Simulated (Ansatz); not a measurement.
**How Hf(0001) screens a field**

Where does the screening charge of Hf(0001) sit?

Method: plane-wave DFT, PBE, Ansatz PAW, in Ansatz 0.2.0.

## (1) Starting point

The cell holds 9 atoms: 9 Hf. Cell: a = 3.200 Å, b = 3.200 Å, c = 38.250 Å, α = 90.0°, β = 90.0°, γ = 60.0°. Vacuum lies along c.

## (2) Atoms held, field 0

A sawtooth potential applies the field, turning back in the middle of the vacuum. With the dipole correction the typed value is the field outside the slab. The induced dipole is small, so the SCF threshold is tight.

input.yaml

```yaml
crystal:
  lattice:
    - [3.2, 0.0, 0.0]
    - [1.6, 2.7712812921, 0.0]
    - [0.0, 0.0, 38.2496]
  atoms:
    - { symbol: Hf, position: [0.0, 0.0, 0.2352965783] }
    - { symbol: Hf, position: [0.6666666667, 0.6666666667, 0.3014724337] }
    - { symbol: Hf, position: [0.0, 0.0, 0.3676482891] }
    - { symbol: Hf, position: [0.6666666667, 0.6666666667, 0.4338241446] }
    - { symbol: Hf, position: [0.0, 0.0, 0.5] }
    - { symbol: Hf, position: [0.6666666667, 0.6666666667, 0.5661758554] }
    - { symbol: Hf, position: [0.0, 0.0, 0.6323517109] }
    - { symbol: Hf, position: [0.6666666667, 0.6666666667, 0.6985275663] }
    - { symbol: Hf, position: [0.0, 0.0, 0.7647034217] }
kpoints:
  mp_grid: { grid: [18, 18, 1] }
hamiltonian:
  xc: pbe
scf:
  occupations: { method: fermi_dirac, width: 0.1 }
  convergence: { dr2_threshold: 1.0e-10 }
efield:
  axis: 3
  dipole_correction: true
  ramp_position: 0.97
  ramp_width: 0.06
  amplitude: 0
output:
  forces: true
  write_potential: true
  write_density: true
  volumetric_format: npy
```

Launch:

```console
$ ansatz run input.yaml --threads 4 --pin off --max-ram 6144MiB --backend cpu --events-out ev --progress --plain --runs-dir out
```

Numbers of over 12 decimals in the logs are rounded to 6 here.

The log of the run:

```text
Engine: ansatz 0.2.0, x86_64-unknown-linux-gnu
Pseudopotentials: kind: paw
Pseudopotential: Hf, paw, valence charge 26, recommended cutoff 420 eV (normal), Hf.paw.azcp
Functional definition: PBE
  parameter kappa = 0.804
  parameter beta = 0.066725
  exchange = pbe_x(kappa = kappa, mu = beta*pi^2/3)
  correlation = pbe_c(beta = beta)
Crystal: 9 atoms, lattice volume = 339.201 Å³
Basis set: ecut = 420 eV, 6739 PW (Γ), exchange–correlation on 48×48×512 points (8 copies of the dense FFT grid, shifted against one another)
Bands: 141, of which v1, the nominal top of the filled ones, is band 117 counted from 1 (116 counted from 0)
Symmetry: 6 space group operations
k-points: 37 of 324 (time reversal used)
Non-local potential: Hf, projectors of the file, l = 0: 3, l = 1: 2, l = 2: 2, l = 3: 3
PAW form: soft (Blöchl's): semilocal exchange-correlation on the pseudo side does not see the compensation charge
PAW one-centre angular grid: Hf, 590 points (default); XC on 64 Gauss nodes
Initial density: superposition of atomic densities (neutral atoms: chi_scale 0, normalization atom), corrected by the library's trained network
Initial wavefunctions: pseudopotential atomic-orbital guess
Functional: x = pbe(κ = 0.804, μ = 0.219515), c = pbe(β = 0.066725)
SCF iter   1: F=—  HF=-141490.686078 eV  |F-HF|=—  |Δ(HF+E_count)|=         —  Δρ=1.10e-2  dr2=4.01e1  ethr=1.77e-3  p=0.000 e·Å  D=3.42e-13 V/Å  ΔV_dip=-0.00 eV  dr2_dipole=3.52e-6  V_vac-E_F(+/−)=4.66/4.66 eV  ⟨swp⟩=5.2  Hψ=16250  notcnv=0  defer=97
efield: sawtooth ramp at fractional position 0.9700 (set: `efield.ramp_position`, or a place that a band, a saddle search or an elastic batch's reference lends), width 0.0600; the density the first Hamiltonian is built on has a dipole p = 0.000 e·Å; the dipole correction subtracts the counter field D = 3.42e-13 V/Å, which shifts the + side's vacuum level by -0.00 eV against the − side's; the planar-averaged density in the ramp window peaks in size at 4.6e-5 e/Å³
preconditioner: auto → LDOS  [metal: Δε(μ)=0.007 eV  Ē_g=17.149 eV  σ=0.100 eV  W_gap=0.02  n_scr=120 (ndim 8)  ℏωp=29.6 eV  f_vac=0.381  D(μ)=11.45/eV (n_scr^D=96)  β→1.0]
SCF iter   2: F=—  HF=-141490.395753 eV  |F-HF|=—  |Δ(HF+E_count)|=   2.90e-1  Δρ=2.55e-3  dr2=3.29e-1  ethr=1.77e-3  p=0.000 e·Å  D=1.36e-5 V/Å  ΔV_dip=-0.00 eV  dr2_dipole=2.72e-6  V_vac-E_F(+/−)=4.29/4.29 eV  ⟨swp⟩=2.0  Hψ=6500  notcnv=0  defer=130
SCF iter   3: F=—  HF=-141490.388307 eV  |F-HF|=—  |Δ(HF+E_count)|=   7.45e-3  Δρ=1.45e-3  dr2=3.85e-2  ethr=1.40e-4  p=0.000 e·Å  D=1.94e-6 V/Å  ΔV_dip=-0.00 eV  dr2_dipole=9.07e-8  V_vac-E_F(+/−)=4.37/4.37 eV  ⟨swp⟩=2.0  Hψ=9064  notcnv=0  defer=133
SCF iter   4: F=—  HF=-141490.385304 eV  |F-HF|=—  |Δ(HF+E_count)|=   3.00e-3  Δρ=2.77e-4  dr2=3.22e-4  ethr=1.64e-5  p=0.000 e·Å  D=2.33e-6 V/Å  ΔV_dip=-0.00 eV  dr2_dipole=4.11e-8  V_vac-E_F(+/−)=4.35/4.35 eV  ⟨swp⟩=2.0  Hψ=9779  notcnv=0  defer=133
SCF iter   5: F=—  HF=-141490.385354 eV  |F-HF|=—  |Δ(HF+E_count)|=   4.99e-5  Δρ=1.20e-4  dr2=5.27e-5  ethr=1.38e-7  p=0.000 e·Å  D=1.33e-6 V/Å  ΔV_dip=-0.00 eV  dr2_dipole=5.00e-8  V_vac-E_F(+/−)=4.36/4.36 eV  ⟨swp⟩=2.8  Hψ=9535  notcnv=0  defer=133
SCF iter   6: F=—  HF=-141490.385382 eV  |F-HF|=—  |Δ(HF+E_count)|=   2.84e-5  Δρ=5.36e-5  dr2=1.83e-5  ethr=2.25e-8  p=0.000 e·Å  D=7.54e-7 V/Å  ΔV_dip=-0.00 eV  dr2_dipole=1.69e-8  V_vac-E_F(+/−)=4.36/4.36 eV  ⟨swp⟩=2.1  Hψ=9330  notcnv=0  defer=133
SCF iter   7: F=—  HF=-141490.385386 eV  |F-HF|=—  |Δ(HF+E_count)|=   3.81e-6  Δρ=1.90e-5  dr2=1.86e-6  ethr=7.84e-9  p=0.000 e·Å  D=3.70e-7 V/Å  ΔV_dip=-0.00 eV  dr2_dipole=3.55e-10  V_vac-E_F(+/−)=4.36/4.36 eV  ⟨swp⟩=2.0  Hψ=9303  notcnv=0  defer=129
SCF iter   8: F=—  HF=-141490.385388 eV  |F-HF|=—  |Δ(HF+E_count)|=   1.72e-6  Δρ=7.93e-6  dr2=5.85e-7  ethr=7.96e-10  p=0.000 e·Å  D=1.96e-7 V/Å  ΔV_dip=-0.00 eV  dr2_dipole=2.29e-10  V_vac-E_F(+/−)=4.36/4.36 eV  ⟨swp⟩=2.2  Hψ=9517  notcnv=0  defer=129
SCF iter   9: F=—  HF=-141490.385388 eV  |F-HF|=—  |Δ(HF+E_count)|=   2.05e-7  Δρ=2.71e-6  dr2=3.28e-8  ethr=2.50e-10  p=0.000 e·Å  D=1.02e-7 V/Å  ΔV_dip=-0.00 eV  dr2_dipole=8.50e-13  V_vac-E_F(+/−)=4.36/4.36 eV  ⟨swp⟩=2.0  Hψ=8240  notcnv=0  defer=129
SCF iter  10: F=—  HF=-141490.385388 eV  |F-HF|=—  |Δ(HF+E_count)|=   3.61e-8  Δρ=1.27e-6  dr2=1.69e-8  ethr=1.40e-11  p=0.000 e·Å  D=5.51e-8 V/Å  ΔV_dip=-0.00 eV  dr2_dipole=1.24e-11  V_vac-E_F(+/−)=4.36/4.36 eV  ⟨swp⟩=2.3  Hψ=10011  notcnv=0  defer=129
SCF iter  11: F=—  HF=-141490.385388 eV  |F-HF|=—  |Δ(HF+E_count)|=   2.85e-9  Δρ=5.49e-7  dr2=2.18e-9  ethr=7.24e-12  p=0.000 e·Å  D=3.22e-8 V/Å  ΔV_dip=-0.00 eV  dr2_dipole=3.95e-13  V_vac-E_F(+/−)=4.36/4.36 eV  ⟨swp⟩=2.0  Hψ=9161  notcnv=0  defer=129
SCF iter  12: F=—  HF=-141490.385388 eV  |F-HF|=—  |Δ(HF+E_count)|=   6.40e-9  Δρ=2.68e-7  dr2=1.53e-9  ethr=1.00e-12  p=0.000 e·Å  D=1.51e-8 V/Å  ΔV_dip=-0.00 eV  dr2_dipole=7.80e-14  V_vac-E_F(+/−)=4.36/4.36 eV  ⟨swp⟩=2.2  Hψ=8058  notcnv=0  defer=129
SCF iter  13: F=—  HF=-141490.385388 eV  |F-HF|=—  |Δ(HF+E_count)|=   2.04e-9  Δρ=1.02e-7  dr2=3.20e-10  ethr=1.00e-12  p=0.000 e·Å  D=3.73e-9 V/Å  ΔV_dip=-0.00 eV  dr2_dipole=1.26e-12  V_vac-E_F(+/−)=4.36/4.36 eV  ⟨swp⟩=1.7  Hψ=5309  notcnv=0  defer=129
SCF iter  14: F=-141490.385388 eV  HF=-141490.385388 eV  |F-HF|=2.91e-10  |Δ(HF+E_count)|=    0.00e0  Δρ=4.29e-8  dr2=1.73e-11  ethr=1.00e-12  p=0.000 e·Å  D=7.43e-10 V/Å  ΔV_dip=-0.00 eV  dr2_dipole=1.04e-13  V_vac-E_F(+/−)=4.36/4.36 eV  ⟨swp⟩=14.4  Hψ=35060  notcnv=0
SCF 1 converged in 14 iterations: F = -141490.385388 eV  dr2 = 1.73e-11
  greatest PAW one-centre occupation: 0.999 electrons in one spin orbital (limit 2), on the Hf atom at site 0 (counted from 0), in its partial waves of l = 0
WARN: The output density's exchange-correlation potential varies sharply where the density is thin. Do not read a vacuum level from v_tot or v_xc, or from such a field of the output density. On a cell that repeats whose density bears no net charge and no dipole along the vacuum's axis use v_es (v_loc + v_h of the components); under efield.dipole_correction with no amplitude use v_es + v_field, which holds any externa [...]
SCF converged after 14 iterations
Free energy (F): -141490.385388 eV
Harris-Foulkes:  -141490.385388 eV  (|F-HF|=2.91e-10)
Internal energy: -141490.042119 eV  (E = F + TS)
E sigma→0 (E₀):  -141490.213754 eV
Entropy (-TS):   -0.343269 eV (-38.141 meV/atom)
Fermi energy:    10.118514 eV
Dipole field:    D = 0.000000 V/Å  (p = 0.000001 e·Å, saw-weighted, corrected)
Work function:   Φ+ = 4.3596 eV   Φ− = 4.3596 eV
Levels:          The Fermi level and band energies are counted from a zero that moves with the ramp; work functions are not
--- Per-component energies (eV) ---
  E_band       = -1967.029440
  E_kinetic    = 3812.438907
  E_local      = -636549.765998  (includes V_loc(G=0)·N_el)
  E_nonlocal   = -11199.759583
  E_hartree    = 315781.037679
  E_xc         = -2697.919737
  E_vxc        = -2391.488647  (∫ρ·V_xc dr)
  E_paw        = -62349.061049  (= ΣΔE_a)
  E_vpaw       = 12799.470304  (= ΣTr[D̂ρ^β])
  E_aug_tail   = -0.000011  (compensation charges beyond the density's cutoff)
  E_efield     = 0.000000  (sawtooth field / dipole correction)
  E_vefield    = 0.000000  (∫n·V_field dr)
  E_ewald      = 251712.987673
  E_smearing   = -0.343269  (= −TS)
  E_closure    = 0.000000  (closes the sum)
  Σ components = -141490.385388   (vs F -141490.385388, Δ=0.00e0)
--- Forces (eV/Å), atoms counted from 1 ---
  atom   1  Hf     0.00000000    -0.00000000     0.55553484
  atom   2  Hf    -0.00000000     0.00000000    -0.70142356
  atom   3  Hf    -0.00000000    -0.00000000     0.12575784
  atom   4  Hf     0.00000000     0.00000000    -0.00813371
  atom   5  Hf    -0.00000000    -0.00000000     0.00000002
  atom   6  Hf     0.00000000     0.00000000     0.00813369
  atom   7  Hf     0.00000000    -0.00000000    -0.12575786
  atom   8  Hf     0.00000000     0.00000000     0.70142351
  atom   9  Hf    -0.00000000    -0.00000000    -0.55553481
  max |Σ_I F_I| component: 4.30e-8 eV/Å
--- Band table (eV; the first three rows and the last of 37) ---
  k-point 0: bands = [... 113 lower, 10.5857, 10.7259, 10.9756, 11.1307, 11.1307, 11.1314, 11.1314, 11.2543, ... 20 higher]
  k-point 1: bands = [... 113 lower, 10.5380, 10.6203, 10.9542, 11.0024, 11.0083, 11.0762, 11.1072, 11.1995, ... 20 higher]
  k-point 2: bands = [... 113 lower, 10.3067, 10.4752, 10.6065, 10.6897, 10.7653, 10.8800, 10.9312, 11.1041, ... 20 higher]
  k-point 36: bands = [... 113 lower, 8.7609, 9.0837, 9.0838, 9.9565, 10.0115, 10.0257, 10.1650, 10.2146, ... 20 higher]
```

Wall time 54 s (4 threads of Intel Xeon Platinum 8488C (Sapphire Rapids), shared host); peak memory 2 GiB.

This step gave:

```yaml
energy_at_zero_smearing: -141490.2138 eV
work_function_upper_face: 4.360 eV
dipole_along_the_normal: 6.27e-7 e·Å
```

Running mean over 2.531 Å of the planar mean; the ramp of the sawtooth is left out. The electron's electrostatic potential energy less the Fermi level by z:

```
z (Å)  electron's electrostatic potential energy less the Fermi level (eV)
    4                                                                 4.36
    6                                                                 4.11
    8                                                                -4.04
   10                                                                -7.30
   12                                                                -7.34
   14                                                                -7.35
   16                                                                -7.39
   18                                                                -7.39
   20                                                                -7.39
   22                                                                -7.39
   24                                                                -7.36
   26                                                                -7.36
   28                                                                -7.27
   30                                                                -5.53
   32                                                                 3.93
   34                                                                 4.35
```

Force by atom:

```
atom  x (eV/Å)  y (eV/Å)  z (eV/Å)   size
 Hf1     0.000     0.000     0.556  0.556
 Hf2     0.000     0.000    -0.701  0.701
 Hf3     0.000     0.000     0.126  0.126
 Hf4     0.000     0.000    -0.008  0.008
 Hf5     0.000     0.000     0.000  0.000
 Hf6     0.000     0.000     0.008  0.008
 Hf7     0.000     0.000    -0.126  0.126
 Hf8     0.000     0.000     0.701  0.701
 Hf9     0.000     0.000    -0.556  0.556
```

The work function of the upper face is 4.36 eV.

## (3) Single point, field 0.05 V/Å

Edit input.yaml of step 2 so:

```diff
@@ -27,3 +27,3 @@
   ramp_width: 0.06
-  amplitude: 0
+  amplitude: 0.05
 output:
```

The log of the run:

```text
[...]
Crystal: 9 atoms, lattice volume = 339.201 Å³
Basis set: ecut = 420 eV, 6739 PW (Γ), exchange–correlation on 48×48×512 points (8 copies of the dense FFT grid, shifted against one another)
Bands: 141, of which v1, the nominal top of the filled ones, is band 117 counted from 1 (116 counted from 0)
Symmetry: 6 space group operations
k-points: 37 of 324 (time reversal used)
[...]
k-point 0: bands = [... 113 lower, 10.5856, 10.7258, 10.9754, 11.1306, 11.1306, 11.1312, 11.1312, 11.2542, ... 20 higher]
  k-point 1: bands = [... 113 lower, 10.5379, 10.6202, 10.9541, 11.0022, 11.0082, 11.0761, 11.1070, 11.1993, ... 20 higher]
  k-point 2: bands = [... 113 lower, 10.3067, 10.4750, 10.6063, 10.6895, 10.7652, 10.8798, 10.9310, 11.1039, ... 20 higher]
  k-point 36: bands = [... 113 lower, 8.7608, 9.0834, 9.0837, 9.9563, 10.0113, 10.0255, 10.1648, 10.2144, ... 20 higher]
[key lines of the parts left out:]
SCF converged after 16 iterations
Free energy (F): -141490.386922 eV
Fermi energy:    10.118358 eV
Dipole field:    D = 0.032741 V/Å  (p = 0.061374 e·Å, saw-weighted, corrected)
```

Wall time 65 s (4 threads); peak memory 2 GiB; 4.2 min of CPU time.

The dipole is 0.0614 e·Å.

## (4) Atoms held, field -0.05 V/Å

Edit input.yaml of step 3 so:

```diff
@@ -27,3 +27,3 @@
   ramp_width: 0.06
-  amplitude: 0.05
+  amplitude: -0.05
 output:
```

The log of the run:

```text
[...]
Crystal: 9 atoms, lattice volume = 339.201 Å³
Basis set: ecut = 420 eV, 6739 PW (Γ), exchange–correlation on 48×48×512 points (8 copies of the dense FFT grid, shifted against one another)
Bands: 141, of which v1, the nominal top of the filled ones, is band 117 counted from 1 (116 counted from 0)
Symmetry: 6 space group operations
k-points: 37 of 324 (time reversal used)
[...]
k-point 0: bands = [... 113 lower, 10.5856, 10.7258, 10.9754, 11.1306, 11.1306, 11.1312, 11.1312, 11.2542, ... 20 higher]
  k-point 1: bands = [... 113 lower, 10.5379, 10.6202, 10.9541, 11.0022, 11.0082, 11.0761, 11.1070, 11.1993, ... 20 higher]
  k-point 2: bands = [... 113 lower, 10.3067, 10.4750, 10.6063, 10.6895, 10.7652, 10.8798, 10.9310, 11.1039, ... 20 higher]
  k-point 36: bands = [... 113 lower, 8.7608, 9.0834, 9.0837, 9.9563, 10.0113, 10.0255, 10.1648, 10.2144, ... 20 higher]
[key lines of the parts left out:]
SCF converged after 16 iterations
Free energy (F): -141490.386922 eV
Fermi energy:    10.118358 eV
Dipole field:    D = -0.032741 V/Å  (p = -0.061375 e·Å, saw-weighted, corrected)
```

Elapsed: 63 s, on 4 threads; peak memory 2 GiB; 4.2 min of CPU time.

The dipole is -0.0614 e·Å.

## (5) Single point, field 0.1 V/Å

Edit input.yaml of step 4 so:

```diff
@@ -27,3 +27,3 @@
   ramp_width: 0.06
-  amplitude: -0.05
+  amplitude: 0.1
 output:
```

The log of the run:

```text
[...]
Crystal: 9 atoms, lattice volume = 339.201 Å³
Basis set: ecut = 420 eV, 6739 PW (Γ), exchange–correlation on 48×48×512 points (8 copies of the dense FFT grid, shifted against one another)
Bands: 141, of which v1, the nominal top of the filled ones, is band 117 counted from 1 (116 counted from 0)
Symmetry: 6 space group operations
k-points: 37 of 324 (time reversal used)
[...]
k-point 0: bands = [... 113 lower, 10.5852, 10.7254, 10.9749, 11.1301, 11.1301, 11.1308, 11.1308, 11.2537, ... 20 higher]
  k-point 1: bands = [... 113 lower, 10.5376, 10.6198, 10.9536, 11.0018, 11.0077, 11.0756, 11.1065, 11.1988, ... 20 higher]
  k-point 2: bands = [... 113 lower, 10.3066, 10.4746, 10.6059, 10.6890, 10.7647, 10.8793, 10.9306, 11.1034, ... 20 higher]
  k-point 36: bands = [... 113 lower, 8.7603, 9.0828, 9.0834, 9.9558, 10.0109, 10.0251, 10.1644, 10.2139, ... 20 higher]
[key lines of the parts left out:]
SCF converged after 16 iterations
Free energy (F): -141490.391525 eV
Fermi energy:    10.117896 eV
Dipole field:    D = 0.065484 V/Å  (p = 0.122752 e·Å, saw-weighted, corrected)
```

Elapsed: 62 s, on 4 threads; peak memory 2 GiB; 4.1 min of CPU time.

The dipole is 0.123 e·Å.

## (6) Atoms held, field -0.1 V/Å

Edit input.yaml of step 5 so:

```diff
@@ -27,3 +27,3 @@
   ramp_width: 0.06
-  amplitude: 0.1
+  amplitude: -0.1
 output:
```

The log of the run:

```text
[...]
Crystal: 9 atoms, lattice volume = 339.201 Å³
Basis set: ecut = 420 eV, 6739 PW (Γ), exchange–correlation on 48×48×512 points (8 copies of the dense FFT grid, shifted against one another)
Bands: 141, of which v1, the nominal top of the filled ones, is band 117 counted from 1 (116 counted from 0)
Symmetry: 6 space group operations
k-points: 37 of 324 (time reversal used)
[...]
k-point 0: bands = [... 113 lower, 10.5852, 10.7254, 10.9749, 11.1301, 11.1301, 11.1308, 11.1308, 11.2537, ... 20 higher]
  k-point 1: bands = [... 113 lower, 10.5376, 10.6198, 10.9536, 11.0018, 11.0077, 11.0756, 11.1065, 11.1988, ... 20 higher]
  k-point 2: bands = [... 113 lower, 10.3066, 10.4746, 10.6059, 10.6890, 10.7647, 10.8793, 10.9306, 11.1034, ... 20 higher]
  k-point 36: bands = [... 113 lower, 8.7603, 9.0828, 9.0834, 9.9558, 10.0109, 10.0251, 10.1644, 10.2139, ... 20 higher]
[key lines of the parts left out:]
SCF converged after 16 iterations
Free energy (F): -141490.391525 eV
Fermi energy:    10.117896 eV
Dipole field:    D = -0.065484 V/Å  (p = -0.122753 e·Å, saw-weighted, corrected)
```

Elapsed: 63 s, on 4 threads; peak memory 2 GiB.

The dipole is -0.123 e·Å.

## (7) Atoms held, field 0.2 V/Å

Edit input.yaml of step 6 so:

```diff
@@ -27,3 +27,3 @@
   ramp_width: 0.06
-  amplitude: -0.1
+  amplitude: 0.2
 output:
```

The log of the run:

```text
[...]
Crystal: 9 atoms, lattice volume = 339.201 Å³
Basis set: ecut = 420 eV, 6739 PW (Γ), exchange–correlation on 48×48×512 points (8 copies of the dense FFT grid, shifted against one another)
Bands: 141, of which v1, the nominal top of the filled ones, is band 117 counted from 1 (116 counted from 0)
Symmetry: 6 space group operations
k-points: 37 of 324 (time reversal used)
[...]
k-point 0: bands = [... 113 lower, 10.5839, 10.7237, 10.9731, 11.1282, 11.1282, 11.1289, 11.1289, 11.2518, ... 20 higher]
  k-point 1: bands = [... 113 lower, 10.5366, 10.6180, 10.9517, 10.9999, 11.0059, 11.0737, 11.1046, 11.1970, ... 20 higher]
  k-point 2: bands = [... 113 lower, 10.3062, 10.4730, 10.6040, 10.6872, 10.7628, 10.8774, 10.9288, 11.1015, ... 20 higher]
  k-point 36: bands = [... 113 lower, 8.7584, 9.0806, 9.0818, 9.9539, 10.0090, 10.0232, 10.1625, 10.2121, ... 20 higher]
[key lines of the parts left out:]
SCF converged after 16 iterations
Free energy (F): -141490.409939 eV
Fermi energy:    10.116036 eV
Dipole field:    D = 0.130979 V/Å  (p = 0.245525 e·Å, saw-weighted, corrected)
```

Wall time 63 s (4 threads); peak memory 2 GiB; 4.2 min of CPU time.

The dipole is 0.246 e·Å.

## (8) Atoms held, field -0.2 V/Å

Edit input.yaml of step 7 so:

```diff
@@ -27,3 +27,3 @@
   ramp_width: 0.06
-  amplitude: 0.2
+  amplitude: -0.2
 output:
```

The log of the run:

```text
[...]
Crystal: 9 atoms, lattice volume = 339.201 Å³
Basis set: ecut = 420 eV, 6739 PW (Γ), exchange–correlation on 48×48×512 points (8 copies of the dense FFT grid, shifted against one another)
Bands: 141, of which v1, the nominal top of the filled ones, is band 117 counted from 1 (116 counted from 0)
Symmetry: 6 space group operations
k-points: 37 of 324 (time reversal used)
[...]
k-point 0: bands = [... 113 lower, 10.5839, 10.7237, 10.9731, 11.1282, 11.1282, 11.1289, 11.1289, 11.2518, ... 20 higher]
  k-point 1: bands = [... 113 lower, 10.5366, 10.6180, 10.9517, 10.9999, 11.0059, 11.0737, 11.1046, 11.1970, ... 20 higher]
  k-point 2: bands = [... 113 lower, 10.3062, 10.4730, 10.6040, 10.6872, 10.7628, 10.8774, 10.9288, 11.1015, ... 20 higher]
  k-point 36: bands = [... 113 lower, 8.7584, 9.0806, 9.0818, 9.9539, 10.0090, 10.0232, 10.1625, 10.2121, ... 20 higher]
[key lines of the parts left out:]
SCF converged after 16 iterations
Free energy (F): -141490.409939 eV
Fermi energy:    10.116036 eV
Dipole field:    D = -0.130979 V/Å  (p = -0.245526 e·Å, saw-weighted, corrected)
```

Elapsed: 59 s, on 4 threads; peak memory 2 GiB.

The dipole is -0.246 e·Å.

(Part 1 of 2 ends here.)

[Logs are printed without paths, hosts, clocks, repeated set-up lines and the standing remarks that a program may print on its own settings, such as how far it seeks lower states.]

[Hosts, paths, dates, database ids (printed as entryN), source tags and the programs' standing remarks are cut or masked in the printed files.]

[Maps of the electrostatic potential energy from Ansatz leave out the sawtooth potential of an applied field or a dipole correction, so their vacuum need not be flat; planar profiles and work functions include it.]
